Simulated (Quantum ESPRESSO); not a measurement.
# Collinear magnetic orders of KNi2S2 with Quantum ESPRESSO, part 2 of 2

A self-consistent run ends on one state, which hangs on the start. Several orders of KNi2S2 are started in Quantum ESPRESSO and their energies compared.

Quantum ESPRESSO 7.5; PBEsol with U = 6 eV on Ni d (ortho-atomic projectors); plane waves with GBRV 1.5 PBEsol potentials, no spin-orbit coupling.

So far, absolute magnetization (μB): step 2 (start 1: ferro ++) 3.17.

### 3. Run 2 (antiferro +−)

Input file pw.in:

```
&CONTROL
  calculation = 'scf'
  prefix = 'pwscf'
  outdir = './tmp'
  pseudo_dir = './pseudo'
  disk_io = 'nowf'
/
&SYSTEM
  ibrav = 0
  nat = 5
  ntyp = 4
  ecutwfc = 40
  ecutrho = 280
  nbnd = 38
  occupations = 'smearing'
  smearing = 'fd'
  degauss = 0.00367493
  nspin = 2
  starting_magnetization(1) = 0
  starting_magnetization(2) = 0.1111
  starting_magnetization(3) = -0.1111
  starting_magnetization(4) = 0
/
&ELECTRONS
  conv_thr = 1d-08
  electron_maxstep = 150
  mixing_beta = 0.3
/
ATOMIC_SPECIES
K      39.0983 k_pbesol_v1.4.uspp.F.UPF
Ni1    58.6934 ni_pbesol_v1.4.uspp.F.UPF
Ni2    58.6934 ni_pbesol_v1.4.uspp.F.UPF
S      32.0600 s_pbesol_v1.4.uspp.F.UPF
CELL_PARAMETERS angstrom
  -1.8955000000    1.8955000000    6.4145000000
   1.8955000000   -1.8955000000    6.4145000000
   1.8955000000    1.8955000000   -6.4145000000
ATOMIC_POSITIONS crystal
K       0.0000000000    0.0000000000    0.0000000000
Ni1     0.7500000000    0.2500000000    0.5000000000
Ni2     0.2500000000    0.7500000000    0.5000000000
S       0.3600000000    0.3600000000    0.0000000000
S       0.6400000000    0.6400000000    0.0000000000
K_POINTS automatic
8 8 8 0 0 0
HUBBARD {ortho-atomic}
U Ni1-3d 6.0000
U Ni2-3d 6.0000
```

Run with:

```bash
$ OMP_NUM_THREADS=1 mpirun -n 4 pw.x -nk 4 -in pw.in > pw.out
```

Output:

```text
[banner, memory and clock lines left out]
Program PWSCF v.7.5 starts

     Message from routine setup:
     using ibrav=0 with symmetry is DISCOURAGED, use correct ibrav instead

     bravais-lattice index     =            0
     lattice parameter (alat)  =      13.1376  a.u.
     unit-cell volume          =     622.1097 (a.u.)^3
     number of atoms/cell      =            5
     number of atomic types    =            4
     number of electrons       =        57.00
     number of Kohn-Sham states=           38
     kinetic-energy cutoff     =      40.0000  Ry
     charge density cutoff     =     280.0000  Ry
     scf convergence threshold =      1.0E-08
     mixing beta               =       0.3000
     number of iterations used =            8  plain     mixing
     Exchange-correlation= SLA  PW   PSX  PSC
                           (   1   4  10   8   0   0   0)
     Hubbard projectors: ortho-atomic
     Hubbard parameters of DFT+U (Dudarev formulation) in eV:
     U(Ni1-3d) =  6.0000
     U(Ni2-3d) =  6.0000

     Internal variables: lda_plus_u =T, lda_plus_u_kind = 0

     Internal variables: orbital_resolved =F, hub_pot_fix =F, apply_U = F

     celldm(1)=  13.137559  celldm(2)=   0.000000  celldm(3)=   0.000000
     celldm(4)=   0.000000  celldm(5)=   0.000000  celldm(6)=   0.000000

     crystal axes: (cart. coord. in units of alat)
               a(1) = (  -0.272652   0.272652   0.922671 )
               a(2) = (   0.272652  -0.272652   0.922671 )
               a(3) = (   0.272652   0.272652  -0.922671 )

     reciprocal axes: (cart. coord. in units 2 pi/alat)
               b(1) = ( -0.000000  1.833842  0.541905 )
               b(2) = (  1.833842 -0.000000  0.541905 )
               b(3) = (  1.833842  1.833842  0.000000 )

     PseudoPot. # 1 for K  read from file:
     k_pbesol_v1.4.uspp.F.UPF
     Pseudo is Ultrasoft + core correction, Zval =  9.0

     PseudoPot. # 2 for Ni read from file:
     ni_pbesol_v1.4.uspp.F.UPF
     Pseudo is Ultrasoft + core correction, Zval = 18.0

     PseudoPot. # 3 for Ni read from file:
     ni_pbesol_v1.4.uspp.F.UPF
     Pseudo is Ultrasoft + core correction, Zval = 18.0

     PseudoPot. # 4 for S  read from file:
     s_pbesol_v1.4.uspp.F.UPF
     Pseudo is Ultrasoft + core correction, Zval =  6.0

     atomic species   valence    mass     pseudopotential
     K                 9.00    39.09830     K ( 1.00)
     Ni1              18.00    58.69340     Ni( 1.00)
     Ni2              18.00    58.69340     Ni( 1.00)
     S                 6.00    32.06000     S ( 1.00)

     Starting magnetic structure
     atomic species   magnetization
     K               0.000
     Ni1             0.111
     Ni2            -0.111
     S               0.000

      8 Sym. Ops. (no inversion) found

   Cartesian axes

     site n.     atom                  positions (alat units)
         1        K      tau(   1) = (   0.0000000   0.0000000   0.0000000  )
         2        Ni1    tau(   2) = (   0.0000000   0.2726516   0.4613356  )
         3        Ni2    tau(   3) = (   0.2726516   0.0000000   0.4613356  )
         4        S      tau(   4) = (   0.0000000  -0.0000000   0.6643233  )
         5        S      tau(   5) = (   0.0000000   0.0000000   1.1810192  )

     number of k points=    59  Fermi-Dirac smearing, width (Ry)=  0.0037
                       cart. coord. in units 2pi/alat
        k(    1) = (   0.0000000   0.0000000   0.0000000), wk =   0.0019531
        k(    2) = (   0.2292303   0.2292303   0.0000000), wk =   0.0078125
        k(    3) = (   0.4584606   0.4584606   0.0000000), wk =   0.0078125
        k(    4) = (   0.6876909   0.6876909   0.0000000), wk =   0.0078125
        k(    5) = (  -0.9169212  -0.9169212   0.0000000), wk =   0.0039062
        [... 54 further k-points ...]

     Dense  grid:    49161 G-vectors     FFT dimensions: (  72,  72,  72)

     Smooth grid:    21333 G-vectors     FFT dimensions: (  54,  54,  54)

     Check: negative core charge=   -0.000007
     Generating pointlists ...
     new r_m :   0.1915 (alat units)  2.5153 (a.u.) for type    1
     new r_m :   0.1402 (alat units)  1.8421 (a.u.) for type    2
     new r_m :   0.1402 (alat units)  1.8421 (a.u.) for type    3
     new r_m :   0.1402 (alat units)  1.8421 (a.u.) for type    4

     Initial potential from superposition of free atoms

     starting charge      52.4963, renormalised to      57.0000

     STARTING HUBBARD OCCUPATIONS:

     =================== HUBBARD OCCUPATIONS ===================
     ------------------------ ATOM    2 ------------------------
     Tr[ns(  2)] (up, down, total) =   5.00000  3.00000  8.00000
     Atomic magnetic moment for atom   2 =   2.00000
     [... lines left out ...]
     ------------------------ ATOM    3 ------------------------
     Tr[ns(  3)] (up, down, total) =   3.00000  5.00000  8.00000
     Atomic magnetic moment for atom   3 =  -2.00000
     [... lines left out ...]
     Number of occupied Hubbard levels =   16.0000

     Atomic wfc used for Hubbard projectors are orthogonalized

     Starting wfcs are   42 randomized atomic wfcs

     Self-consistent Calculation

     iteration #  1     ecut=    40.00 Ry     beta= 0.30
     Davidson diagonalization with overlap
     ethr =  1.00E-02,  avg # of iterations =  6.6

     =================== HUBBARD OCCUPATIONS ===================
     ------------------------ ATOM    2 ------------------------
     Tr[ns(  2)] (up, down, total) =   1.76975  0.68262  2.45237
     Atomic magnetic moment for atom   2 =   1.08713
     [... lines left out ...]
     ------------------------ ATOM    3 ------------------------
     Tr[ns(  3)] (up, down, total) =   0.68146  1.76629  2.44775
     Atomic magnetic moment for atom   3 =  -1.08483
     [... lines left out ...]
     Number of occupied Hubbard levels =    4.9001

     total energy              =    -764.33400785 Ry
     estimated scf accuracy    <      81.45210778 Ry

     total magnetization       =     0.00 Bohr mag/cell
     absolute magnetization    =     2.66 Bohr mag/cell

     iteration #  2     ecut=    40.00 Ry     beta= 0.30
     Davidson diagonalization with overlap
     ethr =  1.00E-02,  avg # of iterations =  5.0

     total energy              =    -786.74172671 Ry
     estimated scf accuracy    <      54.47784637 Ry

     total magnetization       =     0.00 Bohr mag/cell
     absolute magnetization    =     0.25 Bohr mag/cell

     [... further iterations left out ...]

     iteration # 20     ecut=    40.00 Ry     beta= 0.30
     Davidson diagonalization with overlap
     ethr =  1.25E-10,  avg # of iterations =  2.9

     total energy              =    -790.90148606 Ry
     estimated scf accuracy    <       0.00000003 Ry

     total magnetization       =     0.00 Bohr mag/cell
     absolute magnetization    =     2.58 Bohr mag/cell

     iteration # 21     ecut=    40.00 Ry     beta= 0.30
     Davidson diagonalization with overlap
     ethr =  4.89E-11,  avg # of iterations =  2.6

     Magnetic moment per site  (integrated on atomic sphere of radius R)
     atom   1 (R=0.191)  charge=  7.9598  magn=  0.0000
     atom   2 (R=0.140)  charge= 16.3460  magn=  1.1851
     atom   3 (R=0.140)  charge= 16.3459  magn= -1.1849
     atom   4 (R=0.140)  charge=  3.9877  magn= -0.0000
     atom   5 (R=0.140)  charge=  3.9877  magn= -0.0000

     End of self-consistent calculation

     =================== HUBBARD OCCUPATIONS ===================
     ------------------------ ATOM    2 ------------------------
     Tr[ns(  2)] (up, down, total) =   4.87012  3.67951  8.54962
     Atomic magnetic moment for atom   2 =   1.19061
     [... lines left out ...]
     ------------------------ ATOM    3 ------------------------
     Tr[ns(  3)] (up, down, total) =   3.67961  4.87006  8.54967
     Atomic magnetic moment for atom   3 =  -1.19045
     [... lines left out ...]
     Number of occupied Hubbard levels =   17.0993

     Number of k-points >= 100: set verbosity='high' to print the bands.

     the Fermi energy is     8.9523 ev

!    total energy              =    -790.90148629 Ry
     estimated scf accuracy    <          9.8E-09 Ry
     smearing contrib. (-TS)   =      -0.00143466 Ry
     internal energy E=F+TS    =    -790.90005163 Ry

     The total energy is F=E-TS. E is the sum of the following terms:
     one-electron contribution =    -742.89224484 Ry
     hartree contribution      =     393.47532821 Ry
     xc contribution           =     -96.29993256 Ry
     ewald contribution        =    -345.49353848 Ry
     Hubbard energy            =       0.31033603 Ry

     total magnetization       =     0.00 Bohr mag/cell
     absolute magnetization    =     2.58 Bohr mag/cell

     convergence has been achieved in  21 iterations
```

Elapsed: 4.8 min, on 4 MPI ranks of Arm Neoverse V2, shared host; peak memory 0.97 GiB; 19 min of CPU time.

Spin moment in the atom's sphere by atom:

```tsv
atom	spin moment in the atom's sphere (μB)
K1	0.00
Ni2	1.19
Ni3	-1.18
S4	0.00
S5	0.00
```

Numbers from this step:

| Property | Result |
| --- | --- |
| smearing term TS | 0.01952 eV |
| magnetization | 0 μB |
| absolute magnetization | 2.576 μB |
| final state | antiferromagnetic |

### 4. Run 3 (antiferro q=(0,0,1/2) +−−+)

The cell is doubled to 10 atoms to hold this order. The wavevector q is in fractions of the reciprocal vectors of the crystal's primitive cell, as the cells of these inputs are built from it; moments change sign between cells as cos(2π q·R).

Edit pw.in of step 3 so:

```diff
@@ -9,3 +9,3 @@
   ibrav = 0
-  nat = 5
+  nat = 10
   ntyp = 4
@@ -13,3 +13,3 @@
   ecutrho = 280
-  nbnd = 38
+  nbnd = 72
   occupations = 'smearing'
@@ -24,3 +24,3 @@
 &ELECTRONS
-  conv_thr = 1d-08
+  conv_thr = 2d-08
   electron_maxstep = 150
@@ -36,11 +36,16 @@
    1.8955000000   -1.8955000000    6.4145000000
-   1.8955000000    1.8955000000   -6.4145000000
+   3.7910000000    3.7910000000  -12.8290000000
 ATOMIC_POSITIONS crystal
 K       0.0000000000    0.0000000000    0.0000000000
-Ni1     0.7500000000    0.2500000000    0.5000000000
-Ni2     0.2500000000    0.7500000000    0.5000000000
+K       0.0000000000    0.0000000000    0.5000000000
+Ni1     0.7500000000    0.2500000000    0.2500000000
+Ni2     0.7500000000    0.2500000000    0.7500000000
+Ni2     0.2500000000    0.7500000000    0.2500000000
+Ni1     0.2500000000    0.7500000000    0.7500000000
 S       0.3600000000    0.3600000000    0.0000000000
+S       0.3600000000    0.3600000000    0.5000000000
 S       0.6400000000    0.6400000000    0.0000000000
+S       0.6400000000    0.6400000000    0.5000000000
 K_POINTS automatic
-8 8 8 0 0 0
+8 8 4 0 0 0
 HUBBARD {ortho-atomic}
```

Output:

```text
     [... lines left out ...]
Program PWSCF v.7.5 starts
     [... lines left out ...]
     number of atoms/cell      =           10
     [... lines left out ...]
     number of electrons       =       114.00
     number of Kohn-Sham states=           72
     kinetic-energy cutoff     =      40.0000  Ry
     charge density cutoff     =     280.0000  Ry
     scf convergence threshold =      2.0E-08
     [... lines left out ...]
      8 Sym. Ops., with inversion, found ( 4 have fractional translation)
     [... lines left out ...]
     number of k points=    55  Fermi-Dirac smearing, width (Ry)=  0.0037
     [... lines left out ...]
     iteration #126     ecut=    40.00 Ry     beta= 0.30
     [... lines left out ...]
[key lines of the parts left out:]
total energy              =   -1581.72426431 Ry
total magnetization       =     0.02 Bohr mag/cell
```

The job ended after 1.7 h (4 MPI ranks; peak memory 2.1 GiB).

Residual by cycle:

cycle, log10 residual and a bar from the least value:
```
        1        3.3 ##############################
       12       -0.2 #######
       24       -0.3 ######
       35        0.0 ########
       46       -0.1 ########
       57       -1.2 #
       69       -0.1 ########
       80       -0.3 ######
       91       -1.3 
      102       -0.7 ####
      114       -0.7 ####
      125       -1.2 #
```

The run was cut off at its time limit.

After 125 cycles the residual stands at 0.062.

### 5. Ranking

An order is kept where moments of 0.15 μB or more survive with the typed signs; meshes match where a doubled cell samples the same k points as the first cell.

Orders:

```tsv
start	final state	typed order kept	energy over the lowest (meV a seeded atom)	largest site moment (μB)	net moment (μB a cell of the first run)	mesh matched	CPU time (s)
ferro ++	ferromagnetic	yes	221	1.13	2.999	yes	1173
antiferro +-	antiferromagnetic	yes	0	1.185	0	yes	1156
```

### 6. Fillings of the first corrected shells

```tsv
start	type	spin	occupation numbers
ferro ++	Ni	up	0.972 0.976 0.978 0.978 0.979
ferro ++	Ni	down	0.623 0.623 0.680 0.916 0.926
ferro ++	Ni	up	0.972 0.976 0.978 0.978 0.979
ferro ++	Ni	down	0.623 0.623 0.680 0.916 0.926
antiferro +-	Ni1	up	0.963 0.965 0.980 0.981 0.981
antiferro +-	Ni1	down	0.392 0.392 0.961 0.965 0.970
antiferro +-	Ni2	up	0.392 0.392 0.960 0.965 0.970
antiferro +-	Ni2	down	0.963 0.965 0.980 0.981 0.981
```

### 7. What came out

| Item | Value |
| --- | --- |
| moments, largest by run | 1.13, 1.19 μB |
| spread of the energies of the runs with moments | 221 meV a seeded atom |

Under a U these runs seem to end in unlike orbital states: the fillings of their corrected shells differ, or their energies lie too far apart for exchange alone. The differences are then no exchange energies, and the ranking says little of the magnetic order. Seeding all runs from one set of occupation matrices is the usual remedy.

[Logs and program files are shortened in this print: banners, set-up blocks, solver, clock and traceback lines can be left out without a mark of their own.]

[Logs are printed without paths, hosts, clocks, repeated set-up lines and the standing remarks that a program may print on its own settings, such as how far it seeks lower states.]

[Hosts, paths, dates, database ids (printed as entryN), source tags and the programs' standing remarks are cut or masked in the printed files.]

[Where a cell is said to come from a database of computed structures, the database is the Materials Project.]
